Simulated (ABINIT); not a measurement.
# PbO (P4/nmm): a self-consistent loop beyond G0W0, cycle by cycle, part 2 of 2

Wanted: G0W0 and self-consistent gaps of PbO (P4/nmm), with the cost of the cycles.

ABINIT 10.8.3; PBE and many-body steps on it, plane waves. Known limits of the many-body steps: not at the basis limit; no spin-orbit coupling; coarse k mesh.

So far. Step 17 (QSGW, cycle 5): Against the cycle before, the gap moves by −0.033 eV.

The database entry behind the starting cell differs from later determinations by our own check (c about 1 % long), so it need not match the best structure at ambient conditions.

### 18. Screening, 4×4×2 mesh, 87 bands, screening to 108.8 eV

This step: RPA screening on PBE, plane waves, norm-conserving pseudopotentials.

Input file run.abi:

```
acell 3*1.0 Angstrom
rprim 
  3.974800000000 0.000000000000 0.000000000000
  0.000000000000 3.974800000000 0.000000000000
  0.000000000000 0.000000000000 5.022700000000
ntypat 2
znucl 82 8
natom 4
typat 1 1 2 2
xred 
  0.000000000000 0.500000000000 0.238514000000
  0.500000000000 0.000000000000 0.761486000000
  0.000000000000 0.000000000000 0.000000000000
  0.500000000000 0.500000000000 0.000000000000
pp_dirpath "pseudos"
pseudos "Pb.upf, O.upf"
ecut 42
ngkpt 4 4 2
nshiftk 1
shiftk 0 0 0
kptopt 1
chksymbreak 0
istwfk *1
occopt 1
irdwfk 1
optdriver 3
nband 87
ecuteps 4
inclvkb 2
awtr 1
symchi 1
gwcalctyp 28
mbpt_sciss 1.201 eV
nqptdm 1
qptdm 
  0 0 0
indata_prefix "in"
outdata_prefix "out"
tmpdata_prefix "tmp"
```

Command:

```
$ OMP_NUM_THREADS=1 mpirun -n 4 abinit run.abi > log
```

Elapsed: 27 s, on 4 MPI ranks of Arm Neoverse V2, shared host; peak memory 1.8 GiB; 1.8 min of CPU time.

This step gave:

```yaml
eps_infinity_with_local_fields_on_this_mesh_along_the_program_s_q_direction: 5.390
the_same_without_local_fields: 6.026
plasma_frequency: 31.19 eV
plane_waves_in_the_screening_matrix: 213
```

This screening uses the functional's bands under a rigid shift, the mean opening of the cycle before.

### 19. Screening, 4×4×2 mesh, 87 bands, screening to 108.8 eV

This step: RPA screening on PBE from quasiparticle energies and orbitals, plane waves, norm-conserving pseudopotentials.

Edit run.abi of step 18 so:

```diff
@@ -31,7 +31,17 @@
 symchi 1
+irdqps 1
 gwcalctyp 28
-mbpt_sciss 1.201 eV
-nqptdm 1
+nqptdm 11
 qptdm 
-  0 0 0
+  0.2500000000 0.0000000000 0.0000000000
+  0.5000000000 0.0000000000 0.0000000000
+  0.2500000000 0.2500000000 0.0000000000
+  0.5000000000 0.2500000000 0.0000000000
+  0.5000000000 0.5000000000 0.0000000000
+  0.0000000000 0.0000000000 0.5000000000
+  0.2500000000 0.0000000000 0.5000000000
+  0.5000000000 0.0000000000 0.5000000000
+  0.2500000000 0.2500000000 0.5000000000
+  0.5000000000 0.2500000000 0.5000000000
+  0.5000000000 0.5000000000 0.5000000000
 indata_prefix "in"
```

Input file mrgscr.stdin:

```
2
merged
q0_SCR
out_SCR
1
```

Command:

```
$ OMP_NUM_THREADS=1 mpirun -n 4 abinit run.abi > log; mrgscr < mrgscr.stdin
```

It took 53 s on 4 MPI ranks; peak memory 1.6 GiB.

This step gave:

- plasma frequency: 31.19 eV
- plane waves in the screening matrix: 213

This screening reads the quasiparticle levels of the cycle before.

### 20. QSGW, cycle 6

This step: QSGW on PBE, plane waves, norm-conserving pseudopotentials.

Edit run.abi of step 19 so:

```diff
@@ -25,12 +25,10 @@
 irdwfk 1
-optdriver 3
+optdriver 4
 nband 87
-ecuteps 4
-inclvkb 2
-awtr 1
-symchi 1
-irdqps 1
 gwcalctyp 28
-nqptdm 11
-qptdm 
+ecutsigx 42
+symsigma 0
+nkptgw 12
+kptgw 
+  0.0000000000 0.0000000000 0.0000000000
   0.2500000000 0.0000000000 0.0000000000
@@ -46,2 +44,20 @@
   0.5000000000 0.5000000000 0.5000000000
+bdgw 
+  21 34
+  21 34
+  21 34
+  21 34
+  21 34
+  21 34
+  21 34
+  21 34
+  21 34
+  21 34
+  21 34
+  21 34
+ecuteps 4
+irdscr 1
+ppmodel 1
+irdqps 1
+rhoqpmix 0.3
 indata_prefix "in"
```

Command:

```
$ OMP_NUM_THREADS=1 mpirun -n 4 abinit run.abi > log
```

The job ended after 3 min (4 MPI ranks; peak memory 2.8 GiB).

This step gave:

| Item | Value |
| --- | --- |
| quasiparticle gap on the mesh | 1.773 eV |
| gap of the density functional on the mesh | 1.175 eV |
| k of the valence top | 0, 0, 0 |
| k of the conduction bottom | 0.5, 0.5, 0 |
| least direct quasiparticle gap on the computed points | 3.026 eV |

Against the cycle before, the gap moves by −0.058 eV.

### 21. Screening, 4×4×2 mesh, 87 bands, screening to 108.8 eV

This step: RPA screening on PBE, plane waves, norm-conserving pseudopotentials.

Input file run.abi:

```
acell 3*1.0 Angstrom
rprim 
  3.974800000000 0.000000000000 0.000000000000
  0.000000000000 3.974800000000 0.000000000000
  0.000000000000 0.000000000000 5.022700000000
ntypat 2
znucl 82 8
natom 4
typat 1 1 2 2
xred 
  0.000000000000 0.500000000000 0.238514000000
  0.500000000000 0.000000000000 0.761486000000
  0.000000000000 0.000000000000 0.000000000000
  0.500000000000 0.500000000000 0.000000000000
pp_dirpath "pseudos"
pseudos "Pb.upf, O.upf"
ecut 42
ngkpt 4 4 2
nshiftk 1
shiftk 0 0 0
kptopt 1
chksymbreak 0
istwfk *1
occopt 1
irdwfk 1
optdriver 3
nband 87
ecuteps 4
inclvkb 2
awtr 1
symchi 1
gwcalctyp 28
mbpt_sciss 1.155 eV
nqptdm 1
qptdm 
  0 0 0
indata_prefix "in"
outdata_prefix "out"
tmpdata_prefix "tmp"
```

Elapsed: 28 s, on 4 MPI ranks; peak memory 1.8 GiB.

Numbers from this step:

| Item | Value |
| --- | --- |
| ε∞ with local fields, on this mesh, along the program's q direction | 5.421 |
| the same without local fields | 6.063 |
| plasma frequency | 31.19 eV |
| plane waves in the screening matrix | 213 |

This screening uses the functional's bands under a rigid shift, the mean opening of the cycle before.

### 22. Screening, 4×4×2 mesh, 87 bands, screening to 108.8 eV

This step: RPA screening on PBE from quasiparticle energies and orbitals, plane waves, norm-conserving pseudopotentials.

Edit run.abi of step 21 so:

```diff
@@ -31,7 +31,17 @@
 symchi 1
+irdqps 1
 gwcalctyp 28
-mbpt_sciss 1.155 eV
-nqptdm 1
+nqptdm 11
 qptdm 
-  0 0 0
+  0.2500000000 0.0000000000 0.0000000000
+  0.5000000000 0.0000000000 0.0000000000
+  0.2500000000 0.2500000000 0.0000000000
+  0.5000000000 0.2500000000 0.0000000000
+  0.5000000000 0.5000000000 0.0000000000
+  0.0000000000 0.0000000000 0.5000000000
+  0.2500000000 0.0000000000 0.5000000000
+  0.5000000000 0.0000000000 0.5000000000
+  0.2500000000 0.2500000000 0.5000000000
+  0.5000000000 0.2500000000 0.5000000000
+  0.5000000000 0.5000000000 0.5000000000
 indata_prefix "in"
```

mrgscr.stdin is that of step 19.

Command:

```
$ OMP_NUM_THREADS=1 mpirun -n 4 abinit run.abi > log; mrgscr < mrgscr.stdin
```

The job ended after 53 s (4 MPI ranks; peak memory 1.6 GiB).

Numbers from this step:

* plasma frequency: 31.19 eV
* plane waves in the screening matrix: 213

This screening reads the quasiparticle levels of the cycle before.

### 23. QSGW, cycle 7

This step: QSGW on PBE, plane waves, norm-conserving pseudopotentials.

Edit run.abi of step 22 so:

```diff
@@ -25,12 +25,10 @@
 irdwfk 1
-optdriver 3
+optdriver 4
 nband 87
-ecuteps 4
-inclvkb 2
-awtr 1
-symchi 1
-irdqps 1
 gwcalctyp 28
-nqptdm 11
-qptdm 
+ecutsigx 42
+symsigma 0
+nkptgw 12
+kptgw 
+  0.0000000000 0.0000000000 0.0000000000
   0.2500000000 0.0000000000 0.0000000000
@@ -46,2 +44,20 @@
   0.5000000000 0.5000000000 0.5000000000
+bdgw 
+  21 34
+  21 34
+  21 34
+  21 34
+  21 34
+  21 34
+  21 34
+  21 34
+  21 34
+  21 34
+  21 34
+  21 34
+ecuteps 4
+irdscr 1
+ppmodel 1
+irdqps 1
+rhoqpmix 0.3
 indata_prefix "in"
```

Command:

```
$ OMP_NUM_THREADS=1 mpirun -n 4 abinit run.abi > log
```

Run time: 3 min. Hardware: 4 MPI ranks; peak memory 2.8 GiB.

Numbers from this step:

| Item | Value |
| --- | --- |
| quasiparticle gap on the mesh | 1.752 eV |
| gap of the density functional on the mesh | 1.175 eV |
| k of the valence top | 0, 0, 0 |
| k of the conduction bottom | 0.5, 0.5, 0 |
| least direct quasiparticle gap on the computed points | 3.007 eV |

Against the cycle before, the gap moves by −0.021 eV.

### 24. Screening, 4×4×2 mesh, 87 bands, screening to 108.8 eV

This step: RPA screening on PBE, plane waves, norm-conserving pseudopotentials.

Input file run.abi:

```
acell 3*1.0 Angstrom
rprim 
  3.974800000000 0.000000000000 0.000000000000
  0.000000000000 3.974800000000 0.000000000000
  0.000000000000 0.000000000000 5.022700000000
ntypat 2
znucl 82 8
natom 4
typat 1 1 2 2
xred 
  0.000000000000 0.500000000000 0.238514000000
  0.500000000000 0.000000000000 0.761486000000
  0.000000000000 0.000000000000 0.000000000000
  0.500000000000 0.500000000000 0.000000000000
pp_dirpath "pseudos"
pseudos "Pb.upf, O.upf"
ecut 42
ngkpt 4 4 2
nshiftk 1
shiftk 0 0 0
kptopt 1
chksymbreak 0
istwfk *1
occopt 1
irdwfk 1
optdriver 3
nband 87
ecuteps 4
inclvkb 2
awtr 1
symchi 1
gwcalctyp 28
mbpt_sciss 1.135 eV
nqptdm 1
qptdm 
  0 0 0
indata_prefix "in"
outdata_prefix "out"
tmpdata_prefix "tmp"
```

It took 28 s on 4 MPI ranks; peak memory 1.8 GiB; 1.9 min of CPU time.

This step gave:

```
ε∞ with local fields, on this mesh, along the program's q direction : 5.434
the same without local fields                                       : 6.079
plasma frequency                                                    : 31.19 eV
plane waves in the screening matrix                                 : 213
```

This screening uses the functional's bands under a rigid shift, the mean opening of the cycle before.

### 25. Screening, 4×4×2 mesh, 87 bands, screening to 108.8 eV

This step: RPA screening on PBE from quasiparticle energies and orbitals, plane waves, norm-conserving pseudopotentials.

Edit run.abi of step 24 so:

```diff
@@ -31,7 +31,17 @@
 symchi 1
+irdqps 1
 gwcalctyp 28
-mbpt_sciss 1.135 eV
-nqptdm 1
+nqptdm 11
 qptdm 
-  0 0 0
+  0.2500000000 0.0000000000 0.0000000000
+  0.5000000000 0.0000000000 0.0000000000
+  0.2500000000 0.2500000000 0.0000000000
+  0.5000000000 0.2500000000 0.0000000000
+  0.5000000000 0.5000000000 0.0000000000
+  0.0000000000 0.0000000000 0.5000000000
+  0.2500000000 0.0000000000 0.5000000000
+  0.5000000000 0.0000000000 0.5000000000
+  0.2500000000 0.2500000000 0.5000000000
+  0.5000000000 0.2500000000 0.5000000000
+  0.5000000000 0.5000000000 0.5000000000
 indata_prefix "in"
```

mrgscr.stdin is that of step 22.

Command:

```
$ OMP_NUM_THREADS=1 mpirun -n 4 abinit run.abi > log; mrgscr < mrgscr.stdin
```

The job ended after 54 s (4 MPI ranks; peak memory 1.6 GiB).

This step gave:

```
plasma frequency                    : 31.19 eV
plane waves in the screening matrix : 213
```

This screening reads the quasiparticle levels of the cycle before.

### 26. QSGW, cycle 8

This step: QSGW on PBE, plane waves, norm-conserving pseudopotentials.

Edit run.abi of step 25 so:

```diff
@@ -25,12 +25,10 @@
 irdwfk 1
-optdriver 3
+optdriver 4
 nband 87
-ecuteps 4
-inclvkb 2
-awtr 1
-symchi 1
-irdqps 1
 gwcalctyp 28
-nqptdm 11
-qptdm 
+ecutsigx 42
+symsigma 0
+nkptgw 12
+kptgw 
+  0.0000000000 0.0000000000 0.0000000000
   0.2500000000 0.0000000000 0.0000000000
@@ -46,2 +44,20 @@
   0.5000000000 0.5000000000 0.5000000000
+bdgw 
+  21 34
+  21 34
+  21 34
+  21 34
+  21 34
+  21 34
+  21 34
+  21 34
+  21 34
+  21 34
+  21 34
+  21 34
+ecuteps 4
+irdscr 1
+ppmodel 1
+irdqps 1
+rhoqpmix 0.3
 indata_prefix "in"
```

Command:

```
$ OMP_NUM_THREADS=1 mpirun -n 4 abinit run.abi > log
```

Run time: 2.9 min. Hardware: 4 MPI ranks; peak memory 2.8 GiB; 12 min of CPU time.

Numbers from this step:

```yaml
quasiparticle_gap_on_the_mesh: 1.758 eV
gap_of_the_density_functional_on_the_mesh: 1.175 eV
k_of_the_valence_top: 0, 0, 0
k_of_the_conduction_bottom: 0.5, 0.5, 0
least_direct_quasiparticle_gap_on_the_computed_points: 3.022 eV
```

Against the cycle before, the gap moves by +0.006 eV.

### 27. The runs together

Times are wall times on 4 MPI ranks of Arm Neoverse V2, shared host, good to a factor of about two. A run's time includes the screening step that it read.

```
          run   mesh  bands  screening cutoff (eV)  DFT gap (eV)  gap on the mesh (eV)  direct (eV)  ε∞ used     time
         G0W0  4×4×2     87                  108.8         1.175                 1.201        2.114     6.41     97 s
QSGW, cycle 1  4×4×2     87                  108.8         1.175                 1.181        2.051     6.41  4.7 min
QSGW, cycle 2  4×4×2     87                  108.8         1.175                 1.403        2.608     5.77  4.9 min
QSGW, cycle 3  4×4×2     87                  108.8         1.175                 1.740        3.081     5.63  4.9 min
QSGW, cycle 4  4×4×2     87                  108.8         1.175                 1.864        3.195     5.45  4.4 min
QSGW, cycle 5  4×4×2     87                  108.8         1.175                 1.831        3.110     5.38  4.2 min
QSGW, cycle 6  4×4×2     87                  108.8         1.175                 1.773        3.026     5.39  4.3 min
QSGW, cycle 7  4×4×2     87                  108.8         1.175                 1.752        3.007     5.42  4.4 min
QSGW, cycle 8  4×4×2     87                  108.8         1.175                 1.758        3.022     5.43  4.3 min
```

### 28. Outcome

```json
{
  "G0W0": "1.201 eV",
  "QSGW, cycle 1": "1.181 eV",
  "QSGW, cycle 2": "1.403 eV",
  "QSGW, cycle 3": "1.740 eV",
  "QSGW, cycle 4": "1.864 eV",
  "QSGW, cycle 5": "1.831 eV",
  "QSGW, cycle 6": "1.773 eV",
  "QSGW, cycle 7": "1.752 eV",
  "QSGW, cycle 8": "1.758 eV",
  "known limits": "not at the basis limit; no spin-orbit coupling; coarse k mesh"
}
```

**Reading.** Only the bands that the input lists are updated; the others, empty or deep, keep the functional's energies or take a rigid shift. QSGW ends at 1.76 eV, +0.56 eV from G0W0, after 8 cycles that took 35 min beside the first screening; the last moved the gap by 0.006 eV. Bands and cutoff are finite, so the gap is not at the basis limit. The miss can reach some tenths of an eV and take either sign; the mesh is an error of its own. The 4×4×2 mesh is coarse for this cell, which bears on the long-range parts of exchange and screening. Where an edge is built on 6p states of lead, bismuth or thallium, scalar-relativistic gaps usually stand too wide, by a few tenths to over one eV. In the updated screening the q = 0 part is built from Kohn-Sham bands under a rigid shift, the other q from the quasiparticle levels. The many-body steps are scalar-relativistic: spin-orbit coupling is not in them.

[Paths, hosts, dates, memory and timing lines, banners, echoed tables and standing remarks are left out of the program output.]

[Logs are printed without paths, hosts, clocks, repeated set-up lines and the standing remarks that a program may print on its own settings, such as how far it seeks lower states.]

[Runs of the session that timed out or met a known fault of the program may be left out.]

[Hosts, paths, dates, database ids (printed as entryN), source tags and the programs' standing remarks are cut or masked in the printed files.]

[G0W0 gaps are taken among the corrected bands and points alone; a level outside them can change the order at an edge.]

[Where Ansatz stands beside ABINIT at settings called matched, ABINIT's density can come from a denser mesh and the files from another edition; pairs whose starting gaps differed by over 0.03 eV were left out, so agreement reads better than it is.]
